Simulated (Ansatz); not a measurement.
# Cs2AgSbBr6 (Fm-3m): converging the G0W0 gap

Aim: see how the G0W0 gap of Cs2AgSbBr6 (Fm-3m) on r2SCAN moves with empty bands and screening cutoff, and what each rung costs.

Method: G0W0 on r2SCAN, plane waves, PAW, in Ansatz 0.2.0.

Most raw output is cut from this account.

In doubt: one-shot GW on d or f shells is unsure (steps 2, 3, 4, 5), so the values of those runs are not to be relied on.

### Step 1. Set-up

The structure is cubic, space group Fm-3m (No. 225). The conventional cell has a = 11.379 Å, b = 11.379 Å, c = 11.379 Å, α = 90.00°, β = 90.00°, γ = 90.00°. Nearest to Cs lie 12 Br at 4.02 Å. Nearest to Ag lie 6 Br at 2.86 Å. Nearest to Sb lie 6 Br at 2.83 Å. Nearest to Br lie 1 Sb at 2.83 Å and 1 Ag at 2.86 Å and 4 Cs at 4.02 Å. Farther neighbours and most contacts between anions are not listed.

The cell and positions are those that the Materials Project relaxed with its own functionals (PBE, PBE+U or r2SCAN), kept fixed. Spin-orbit coupling is left out unless a step names it.

### Step 2. 714 empty bands, screening to 90 eV

Now the one-shot GW correction: screening in the RPA, then the self-energy of the levels asked for. This step takes hard PAW files.

File input.yaml:

```yaml
crystal:
  lattice:
    - [0.0, 5.689253, 5.689253]
    - [5.689253, 0.0, 5.689253]
    - [5.689253, 5.689253, 0.0]
  atoms:
    - { symbol: Cs, position: [0.75, 0.75, 0.75] }
    - { symbol: Cs, position: [0.25, 0.25, 0.25] }
    - { symbol: Ag, position: [0.5, 0.5, 0.5] }
    - { symbol: Sb, position: [0.0, 0.0, 0.0] }
    - { symbol: Br, position: [0.751554, 0.248446, 0.248446] }
    - { symbol: Br, position: [0.248446, 0.248446, 0.751554] }
    - { symbol: Br, position: [0.248446, 0.751554, 0.751554] }
    - { symbol: Br, position: [0.248446, 0.751554, 0.248446] }
    - { symbol: Br, position: [0.751554, 0.248446, 0.751554] }
    - { symbol: Br, position: [0.751554, 0.751554, 0.248446] }
kpoints:
  mp_grid: { grid: [4, 4, 4] }
hamiltonian:
  xc: r2scan
  pseudopotentials: { kind: paw, source: ansatz }
scf:
  occupations: { method: fixed }
gw:
  n_empty_bands: 714
  ecut_chi: 90.0
  qp_bands: [v3, c3]
  qp_kpoints: band_edges
  screening: { model: contour_deformation }
```

On the command line:

```sh
$ ansatz run input.yaml --threads 16 --pin off --max-ram 82944MiB --backend cuda --events-out ev --progress --plain --runs-dir out --devices 1 --max-vram 78GiB
```

Wall time 41 s (1 × NVIDIA GB200 (shared by 2 runs) with 16 threads of Arm Neoverse V2, shared host); peak memory 6.8 GiB.

Numbers from this step:

| Property | Result |
| --- | --- |
| bands summed | 794 |
| RPA ε∞ on this mesh (eigenvalues) | 4.420, 4.420, 4.420 |
| plane waves in the screening matrix | 725 |
| q-points in the mesh | 64 |
| G0W0 gap on the mesh | 1.884 eV |
| k of the valence top | 0, -0.5, -0.5 |
| k of the conduction bottom | 0, 0, -0.5 |
| starting gap on the mesh | 1.205 eV |
| Z at the valence top | 0.7651 |
| Z at the conduction bottom | 0.7879 |
| least direct G0W0 gap on the computed points | 3.116 eV |

The gap on the mesh goes from 1.20 eV to 1.88 eV, a correction of +0.68 eV. Between the two edge states, bare exchange in place of the xc potential would open the gap by 5.61 eV, and correlation takes back 4.94 eV.

### Step 3. 1536 empty bands, screening to 150 eV

Bands and screening cutoff are moved together, since each hides the error of the other.

Changes to input.yaml since step 2:

```diff
@@ -24,4 +24,4 @@
 gw:
-  n_empty_bands: 714
-  ecut_chi: 90.0
+  n_empty_bands: 1536
+  ecut_chi: 150.0
   qp_bands: [v3, c3]
```

Wall time 1.8 min (1 × NVIDIA GB200 (shared by 2 runs) with 16 threads); peak memory 11 GiB.

This step gave:

- bands summed: 1616
- RPA ε∞ on this mesh (eigenvalues): 4.411, 4.411, 4.411
- plane waves in the screening matrix: 1471
- q-points in the mesh: 64
- G0W0 gap on the mesh: 1.973 eV
- k of the valence top: 0, -0.5, -0.5
- k of the conduction bottom: 0, 0, -0.5
- starting gap on the mesh: 1.205 eV
- Z at the valence top: 0.7629
- Z at the conduction bottom: 0.7872
- least direct G0W0 gap on the computed points: 3.177 eV

Against the run with 4×4×4 mesh, 714 empty bands, screening to 90 eV, hard PAW files, the gap moves by +0.09 eV.

### Step 4. 2917 empty bands, screening to 230 eV

Changes to input.yaml since step 3:

```diff
@@ -24,4 +24,4 @@
 gw:
-  n_empty_bands: 1536
-  ecut_chi: 150.0
+  n_empty_bands: 2917
+  ecut_chi: 230.0
   qp_bands: [v3, c3]
```

Run time: 4.1 min. Hardware: 1 × NVIDIA GB200 (shared by 2 runs) with 16 threads; peak memory 22 GiB; 9.8 min of CPU time.

Numbers from this step:

```yaml
bands_summed: 2997
rpa_eps_infinity_on_this_mesh_eigenvalues: 4.408, 4.408, 4.408
plane_waves_in_the_screening_matrix: 2891
g0w0_gap_on_the_mesh: 2.036 eV
k_of_the_valence_top: 0, -0.5, -0.5
k_of_the_conduction_bottom: 0, 0, -0.5
starting_gap_on_the_mesh: 1.205 eV
least_direct_g0w0_gap_on_the_computed_points: 3.223 eV
```

Against the run with 4×4×4 mesh, 1536 empty bands, screening to 150 eV, hard PAW files, the gap moves by +0.06 eV.

### Step 5. 5242 empty bands, screening to 340 eV

Changes to input.yaml since step 4:

```diff
@@ -24,4 +24,4 @@
 gw:
-  n_empty_bands: 2917
-  ecut_chi: 230.0
+  n_empty_bands: 5242
+  ecut_chi: 340.0
   qp_bands: [v3, c3]
```

It took 15 min on 1 × NVIDIA GB200 (shared by 2 runs) with 16 threads; peak memory 30 GiB; 21 min of CPU time.

This step gave:

| Item | Value |
| --- | --- |
| bands summed | 5322 |
| RPA ε∞ on this mesh (eigenvalues) | 4.407, 4.407, 4.407 |
| plane waves in the screening matrix | 5209 |
| G0W0 gap on the mesh | 2.083 eV |
| k of the valence top | 0, -0.5, -0.5 |
| k of the conduction bottom | 0, 0, -0.5 |
| starting gap on the mesh | 1.205 eV |
| least direct G0W0 gap on the computed points | 3.256 eV |

Against the run with 4×4×4 mesh, 2917 empty bands, screening to 230 eV, hard PAW files, the gap moves by +0.05 eV.

### Step 6. Side by side

Times are wall times on 1 × NVIDIA GB200 (shared by 2 runs) with 16 threads of Arm Neoverse V2, shared host, good to a factor of about two.

```
 mesh     files            frequency  bands summed  cutoff (eV)  start (eV)  G0W0 (eV)     time  host memory (GiB)
4×4×4  hard PAW  contour deformation           794           90       1.205      1.884     41 s                6.8
4×4×4  hard PAW  contour deformation          1616          150       1.205      1.973  1.8 min                 11
4×4×4  hard PAW  contour deformation          2997          230       1.205      2.036  4.1 min                 22
4×4×4  hard PAW  contour deformation          5322          340       1.205      2.083   15 min                 30
```

The parts of the quasiparticle energy at the two band edges (eV; QP = start + Σx + Σc − Vxc):

| run | edge | start | Σx | Σc | Vxc | Z | QP |
| --- | --- | --- | --- | --- | --- | --- | --- |
| 794 bands | valence top | 5.09 | -22.79 | 1.75 | -20.73 | 0.77 | 4.78 |
| 794 bands | conduction bottom | 6.29 | -9.63 | -3.18 | -13.18 | 0.79 | 6.66 |
| 1616 bands | valence top | 5.09 | -22.79 | 1.51 | -20.73 | 0.76 | 4.53 |
| 1616 bands | conduction bottom | 6.29 | -9.63 | -3.34 | -13.18 | 0.79 | 6.50 |
| 2997 bands | valence top | 5.09 | -22.79 | 1.37 | -20.73 | 0.76 | 4.39 |
| 2997 bands | conduction bottom | 6.29 | -9.63 | -3.42 | -13.18 | 0.79 | 6.43 |
| 5322 bands | valence top | 5.09 | -22.79 | 1.27 | -20.73 | 0.76 | 4.30 |
| 5322 bands | conduction bottom | 6.29 | -9.63 | -3.46 | -13.18 | 0.79 | 6.38 |

### Step 7. Summary of results

```
794 bands, 90 eV                    : 1.884 eV
1616 bands, 150 eV                  : 1.973 eV
2997 bands, 230 eV                  : 2.036 eV
5322 bands, 340 eV                  : 2.083 eV
estimated limit in bands and cutoff : 2.14 eV
mesh and start                      : 4×4×4, r2SCAN
```

What this shows: A line in one over the bands through the two highest rungs gives 2.14 eV, +0.06 eV from the top rung; the pair below gives 2.11 eV, so the estimate is still climbing. The rungs stand 0.26 eV (794 bands), 0.17 eV (1616 bands), 0.11 eV (2997 bands) and 0.06 eV (5322 bands) from it. From 794 to 5322 bands the gap moves by +0.20 eV while the time grows 22-fold. Σc changes by −0.48 eV at the valence top and −0.28 eV at the conduction bottom, so the levels themselves move more than the gap between them. The cheapest rung within 0.1 eV of this estimate is that with 5322 bands (15 min). Gaps are over the mesh's points; an edge off the mesh would be missed. A d shell, filled or nearly so, lies near the gap. One-shot GW converges very slowly in bands there, not always from below, and on a semilocal start the gap tends to come out low; starts rich in exact exchange can overshoot instead. The many-body steps are scalar-relativistic: spin-orbit coupling is not in them.

[Paths, hosts, dates, memory and timing lines, banners, echoed tables and standing remarks are left out of the program output.]

[Logs are printed without paths, hosts, clocks, repeated set-up lines and the standing remarks that a program may print on its own settings, such as how far it seeks lower states.]

[Runs of the session that timed out or met a known fault of the program may be left out.]

[Cells called generated may have been cut or substituted from an entry of the Crystallography Open Database or the Materials Project.]

[Hosts, paths, dates, database ids (printed as entryN), source tags and the programs' standing remarks are cut or masked in the printed files.]
